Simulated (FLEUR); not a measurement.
## FePt (volume factor 1.08 on the database's cell): from one collinear state to anisotropy

Aim: the anisotropy of FePt (volume factor 1.08 on the database's cell) from single passes in the potential of one collinear state.

Method: PBE; all-electron FLAPW, Dirac cores, scalar-relativistic bands, in FLEUR MaX-R8.1.

Most raw output is cut from this account.

## (1) The structure

Symmetry: P4/mmm, No. 123, tetragonal system. Conventional cell: a = 2.794 Å, b = 2.794 Å, c = 3.817 Å, α = 90.00°, β = 90.00°, γ = 90.00°. Nearest to Fe lie 8 Pt at 2.75 Å and 4 Fe at 2.79 Å. Nearest to Pt lie 8 Fe at 2.75 Å and 4 Pt at 2.79 Å. Farther neighbours are not listed.

As a file:

```
Fe Pt
1.0
     2.79427    0.00000    0.00000
     0.00000    2.79427    0.00000
     0.00000    0.00000    3.81667
Fe Pt
1 1
Direct
  0.00000 0.00000 0.00000
  0.50000 0.50000 0.50000
```

The cell is strained on purpose: volume factor 1.08 on the database's cell.

## (2) Self-consistent state

The force theorems are single passes in this state's potential, so it has to be converged first.

No symmetry is used, so that later steps may turn the spins freely; k and −k are joined. inpgen writes inp.xml from crystal.txt; cutoffs, mixing, functional, smearing and local orbitals are then set in the file. The k list scf (kpts.xml, not shown) is a Γ-centred 10×10×10 mesh; where the ranks do not divide the number of points, some are split in two of half the weight.

File inp.xml:

```
<?xml version="1.0" encoding="UTF-8" standalone="no"?>
<fleurInput fleurInputVersion="0.39">
   <comment>
      FePt
   </comment>
   <calculationSetup>
      <cutoffs Kmax="3.6" Gmax="10.8" GmaxXC="10.8" numbands="0"/>
      <scfLoop itmax="110" minDistance="0.00002" maxIterBroyd="15" imix="Anderson" alpha="0.05" precondParam="0.0" spinf="2.0" sdNocoIR="T"/>
      <coreElectrons ctail="F" frcor="F" kcrel="0" coretail_lmax="0"/>
      <xcFunctional name="pbe" relativisticCorrections="F"/>
      <magnetism jspins="2" l_noco="F" l_ss="F">
         <qss>0.0 0.0 0.0</qss>
         <mtNocoParams l_mperp="F" l_mtNocoPot="F" l_relaxSQA="F" mag_mixing_scheme="0" mix_RelaxWeightOffD="1.0" l_constrained="F" mix_constr="1.0"/>
         <sourceFreeMag l_sourceFree="F" l_scaleMag="F" mag_scale="1.0"/>
      </magnetism>
      <soc l_soc="F" theta="0.0" phi="0.0" spav="F"/>
      <expertModes spex="0" secvar="F"/>
      <geometryOptimization l_f="F" forcealpha="1.0" forcemix="BFGS" epsdisp="0.00001" epsforce="0.00001"/>
      <ldaU l_linMix="F" mixParam="0.05" spinf="1.0"/>
   </calculationSetup>
   <cell>
      <bzIntegration valenceElectrons="32.0" mode="hist" fermiSmearingEnergy="0.00183747">
         <kPointListSelection listName="scf"/>
         <xi:include xmlns:xi="http://www.w3.org/2001/XInclude" href="kpts.xml"> </xi:include>
      </bzIntegration>
      <xi:include xmlns:xi="http://www.w3.org/2001/XInclude" href="sym.xml"> </xi:include>
      <bulkLattice scale="1.0">
         <bravaisMatrix>
            <row-1>    5.2804082118231923     0.0000000000000000     0.0000000000000000</row-1>
            <row-2>    0.0000000000000000     5.2804082118231923     0.0000000000000000</row-2>
            <row-3>    0.0000000000000000     0.0000000000000000     7.2124540348876822</row-3>
         </bravaisMatrix>
      </bulkLattice>
   </cell>
   <atomSpecies>
      <species name="Iron (Fe) 2.800" element="Fe" atomicNumber="26">
         <mtSphere radius="2.53" gridPoints="837" logIncrement="0.015"/>
         <atomicCutoffs lmax="10" lnonsphr="8"/>
         <electronConfig flipSpins="F">
            <coreConfig>(1s1/2) (2s1/2) (2p1/2) (2p3/2)</coreConfig>
            <valenceConfig>(3s1/2) (3p1/2) (3p3/2) (4s1/2) (3d3/2) (3d5/2)</valenceConfig>
            <stateOccupation state="(3d3/2)" spinUp="1.4" spinDown="1.0"/>
            <stateOccupation state="(3d5/2)" spinUp="3.0" spinDown="0.6"/>
         </electronConfig>
         <energyParameters s="4" p="4" d="3" f="4"/>
         <lo type="SCLO" l="0" n="3" eDeriv="0"/>
         <lo type="SCLO" l="1" n="3" eDeriv="0"/>
      </species>
      <species name="Platinum (Pt)" element="Pt" atomicNumber="78">
         <mtSphere radius="2.53" gridPoints="837" logIncrement="0.016"/>
         <atomicCutoffs lmax="10" lnonsphr="8"/>
         <electronConfig flipSpins="F">
            <coreConfig>(1s1/2) (2s1/2) (2p1/2) (2p3/2) (3s1/2) (3p1/2) (3p3/2) (4s1/2) (3d3/2) (3d5/2) (4p1/2) (4p3/2) (5s1/2) (4d3/2) (4d5/2) (4f5/2) (4f7/2)</coreConfig>
            <valenceConfig>(5p1/2) (5p3/2) (6s1/2) (5d3/2) (5d5/2)</valenceConfig>
            <stateOccupation state="(6s1/2)" spinUp="0.500000" spinDown="0.500000"/>
            <stateOccupation state="(5d3/2)" spinUp="1.800000" spinDown="1.800000"/>
            <stateOccupation state="(5d5/2)" spinUp="2.700000" spinDown="2.700000"/>
         </electronConfig>
         <energyParameters s="6" p="6" d="5" f="5"/>
         <lo type="SCLO" l="1" n="5" eDeriv="0"/>
      </species>
   </atomSpecies>
   <atomGroups>
      <atomGroup species="Iron (Fe) 2.800">
         <relPos label="                   1">.0000000000 .0000000000 .0000000000</relPos>
         <force calculate="T" relaxXYZ="TTT"/>
         <nocoParams  alpha="0.0" beta="0.0"/>
      </atomGroup>
      <atomGroup species="Platinum (Pt)">
         <relPos label="                   2">1.000/2.000 1.000/2.000 1.000/2.000</relPos>
         <force calculate="T" relaxXYZ="TTT"/>
         <nocoParams  alpha="0.0" beta="0.0"/>
      </atomGroup>
   </atomGroups>
   <output dos="F" band="F" slice="F">
      <bandDOS minEnergy="-.5*Htr" maxEnergy="0.5*Htr" sigma="0.015" storeEVData="T"/>
      <plotting iplot="0" polar="F">
         <plot TwoD="T" vec1="  1.0  0.0  0.0" vec2="  0.0  1.0  0.0" vec3="  0.0  0.0  1.0" zero="  0.0  0.0  0.0" file="plot"/>
      </plotting>
      <moessbauerParams electricFieldGradient="F" isomerShift="F" coreHyperfine="F" valenceHyperfine="F"/>
   </output>
</fleurInput>
```

File crystal.txt:

```
FePt
&input film=F cartesian=F /
2.79427169000  0.00000000000  0.00000000000
0.00000000000  2.79427169000  0.00000000000
0.00000000000  0.00000000000  3.81666631000
1.8897261246
1.0 1.0 1.0

2
26 0.00000000000  0.00000000000  0.00000000000 : 2.800
78 0.50000000000  0.50000000000  0.50000000000

&kpt div1=10 div2=10 div3=10 gamma=T /
```

Launch:

```console
$ OMP_NUM_THREADS=1 inpgen -f crystal.txt -nosym -noco > inpgen.log  # inp.xml is then edited as shown
$ OMP_NUM_THREADS=1 mpirun -n 4 fleur_MPI > fleur.log
```

Elapsed: 4.6 min, on 4 MPI ranks of Intel Xeon Platinum 8488C (Sapphire Rapids), shared host; peak memory 0.7 GiB.

This step gave:

| Quantity | Value |
| --- | --- |
| free energy | -536596.2420 eV |
| magnetization | 3.431 μB |
| final state | ferromagnetic |
| largest moment | 3.110 μB |

After 25 cycles the largest moment stands at 3.11 μB.

## (3) Energy against the direction of the moments, rung 1

Anisotropy is a small difference, so it is taken from sums over occupied states at a frozen potential, where most errors cancel.

One pass with spin–orbit coupling for each direction, from the saved density. Inversion lets half of the mesh serve, which the program's warning doesn't know. The k list mae (kpts.xml, not shown) is a Γ-centred 14×14×10 mesh.

inp.xml, as its differences from that of step 2:

```diff
@@ -6,4 +6,4 @@
    <calculationSetup>
-      <cutoffs Kmax="3.6" Gmax="10.8" GmaxXC="10.8" numbands="0"/>
-      <scfLoop itmax="110" minDistance="0.00002" maxIterBroyd="15" imix="Anderson" alpha="0.05" precondParam="0.0" spinf="2.0" sdNocoIR="T"/>
+      <cutoffs Kmax="3.6" Gmax="10.8" GmaxXC="10.8" numbands="72"/>
+      <scfLoop itmax="1" minDistance="0.00002" maxIterBroyd="15" imix="Anderson" alpha="0.05" precondParam="0.0" spinf="2.0" sdNocoIR="T"/>
       <coreElectrons ctail="F" frcor="F" kcrel="0" coretail_lmax="0"/>
@@ -15,3 +15,3 @@
       </magnetism>
-      <soc l_soc="F" theta="0.0" phi="0.0" spav="F"/>
+      <soc l_soc="T" theta="0.0" phi="0.0" spav="F"/>
       <expertModes spex="0" secvar="F"/>
@@ -22,3 +22,3 @@
       <bzIntegration valenceElectrons="32.0" mode="hist" fermiSmearingEnergy="0.00183747">
-         <kPointListSelection listName="scf"/>
+         <kPointListSelection listName="mae"/>
          <xi:include xmlns:xi="http://www.w3.org/2001/XInclude" href="kpts.xml"> </xi:include>
@@ -81,2 +81,5 @@
    </output>
+   <forceTheorem>
+      <MAE theta="0.0 1.5707963 1.5707963 0.7853982" phi="0.0 0.0 0.7853982 0.0"/>
+   </forceTheorem>
 </fleurInput>
```

Launch:

```console
$ OMP_NUM_THREADS=1 mpirun -n 4 fleur_MPI -warn_only > fleur.log
```

Elapsed: 95 s, on 4 MPI ranks; peak memory 1.1 GiB; 6.3 min of CPU time.

Anisotropy energies, by row:

| axis | x | y | z | band energy less the first axis' (meV a cell) |
| --- | --- | --- | --- | --- |
| [001] | 0 | 0 | 1 | 0 |
| [100] | 1 | 0 | 0 | 1.95 |
| [110] | 0.7071 | 0.7071 | 0 | 1.961 |
| 45 degrees from [001] toward [100] | 0.7071 | 0 | 0.7071 | 0.9631 |

Indices are those of the standard conventional cell; x, y, z give the same directions in the axes of the input.

## (4) Anisotropy by the force theorem, rung 2

A second rung shows how far the first can be trusted.

The k list mae (kpts.xml, not shown) is a Γ-centred 20×20×15 mesh.

inp.xml is that of step 3.

It took 4.6 min on 4 MPI ranks; peak memory 2.9 GiB; 18 min of CPU time.

Anisotropy energies, by row:

| axis | x | y | z | band energy less the first axis' (meV a cell) |
| --- | --- | --- | --- | --- |
| [001] | 0 | 0 | 1 | 0 |
| [100] | 1 | 0 | 0 | 2.006 |
| [110] | 0.7071 | 0.7071 | 0 | 1.966 |
| 45 degrees from [001] toward [100] | 0.7071 | 0 | 0.7071 | 0.9762 |

## (5) Spin–orbit coupling, moments along [001]

Spin–orbit coupling ties the spins to the lattice and lets orbital moments form.

A new self-consistent run of the start ferro +, with the moments along z. The k list default-1 (kpts.xml, not shown) is a Γ-centred 20×20×15 mesh.

inp.xml, as its differences from that of step 2:

```diff
@@ -6,12 +6,8 @@
    <calculationSetup>
-      <cutoffs Kmax="3.6" Gmax="10.8" GmaxXC="10.8" numbands="0"/>
+      <cutoffs Kmax="3.6" Gmax="10.8" GmaxXC="10.8" numbands="72"/>
       <scfLoop itmax="110" minDistance="0.00002" maxIterBroyd="15" imix="Anderson" alpha="0.05" precondParam="0.0" spinf="2.0" sdNocoIR="T"/>
-      <coreElectrons ctail="F" frcor="F" kcrel="0" coretail_lmax="0"/>
+      <coreElectrons ctail="T" frcor="F" kcrel="0" coretail_lmax="0"/>
       <xcFunctional name="pbe" relativisticCorrections="F"/>
-      <magnetism jspins="2" l_noco="F" l_ss="F">
-         <qss>0.0 0.0 0.0</qss>
-         <mtNocoParams l_mperp="F" l_mtNocoPot="F" l_relaxSQA="F" mag_mixing_scheme="0" mix_RelaxWeightOffD="1.0" l_constrained="F" mix_constr="1.0"/>
-         <sourceFreeMag l_sourceFree="F" l_scaleMag="F" mag_scale="1.0"/>
-      </magnetism>
-      <soc l_soc="F" theta="0.0" phi="0.0" spav="F"/>
+      <magnetism jspins="2"/>
+      <soc l_soc="T" theta="0.0" phi="0.0" spav="F"/>
       <expertModes spex="0" secvar="F"/>
@@ -22,3 +18,3 @@
       <bzIntegration valenceElectrons="32.0" mode="hist" fermiSmearingEnergy="0.00183747">
-         <kPointListSelection listName="scf"/>
+         <kPointListSelection listName="default-1"/>
          <xi:include xmlns:xi="http://www.w3.org/2001/XInclude" href="kpts.xml"> </xi:include>
@@ -66,3 +62,2 @@
          <force calculate="T" relaxXYZ="TTT"/>
-         <nocoParams  alpha="0.0" beta="0.0"/>
       </atomGroup>
@@ -71,3 +66,2 @@
          <force calculate="T" relaxXYZ="TTT"/>
-         <nocoParams  alpha="0.0" beta="0.0"/>
       </atomGroup>
```

crystal.txt, as its differences from that of step 2:

```diff
@@ -12,2 +12,3 @@
 
-&kpt div1=10 div2=10 div3=10 gamma=T /
+&soc 0.0000000 0.0000000 /
+&kpt div1=20 div2=20 div3=15 gamma=T /
```

Launch:

```console
$ OMP_NUM_THREADS=1 inpgen -f crystal.txt > inpgen.log  # inp.xml is then edited as shown
$ OMP_NUM_THREADS=1 mpirun -n 4 fleur_MPI > fleur.log
```

Wall time 8.5 min (4 MPI ranks); peak memory 1 GiB.

Read from the output:

| Quantity | Value |
| --- | --- |
| free energy | -536597.4385 eV |
| program's band gap on this mesh (in a metal only a level spacing) | 0 eV |
| magnetization | 3.386 μB |
| final state | ferromagnetic |
| largest moment | 3.090 μB |
| orbital moment along the spin | 0.07175 μB |

Orbital moment in the sphere, along the spin axis by atom:

| atom | orbital moment in the sphere, along the spin axis (μB) |
| --- | --- |
| Fe1 | 0.0717 |
| Pt2 | 0.0575 |

## (6) Results

```json
{
  "reference state": "ferromagnetic",
  "largest sphere moment": "3.11 μB",
  "easy direction of those tried": "[001]",
  "energy along [100] less [001], force theorem": "2.01 meV a primitive cell",
  "orbital moment on the atom of largest spin, along its spin (spin–orbit run)": "0.0717 μB"
}
```

By the force theorem the moments prefer [001]; shape anisotropy is not in it. The difference for the second direction goes from 1.9 meV (mesh 14×14×10, 72 states, 6.3 min of CPU time) to 2.0 meV (mesh 20×20×15, 72 states, 18 min). The orbital moment is parallel to the spin. The state was typed, and no other order was converged beside it, so it need not be the ground state.

[Logs and program files are shortened in this print: banners, set-up blocks, solver, clock and traceback lines can be left out without a mark of their own.]

[Logs are printed without paths, hosts, clocks, repeated set-up lines and the standing remarks that a program may print on its own settings, such as how far it seeks lower states.]

[Hosts, paths, dates, database ids (printed as entryN), source tags and the programs' standing remarks are cut or masked in the printed files.]

[Where a cell is said to come from a database of computed structures, the database is the Materials Project.]
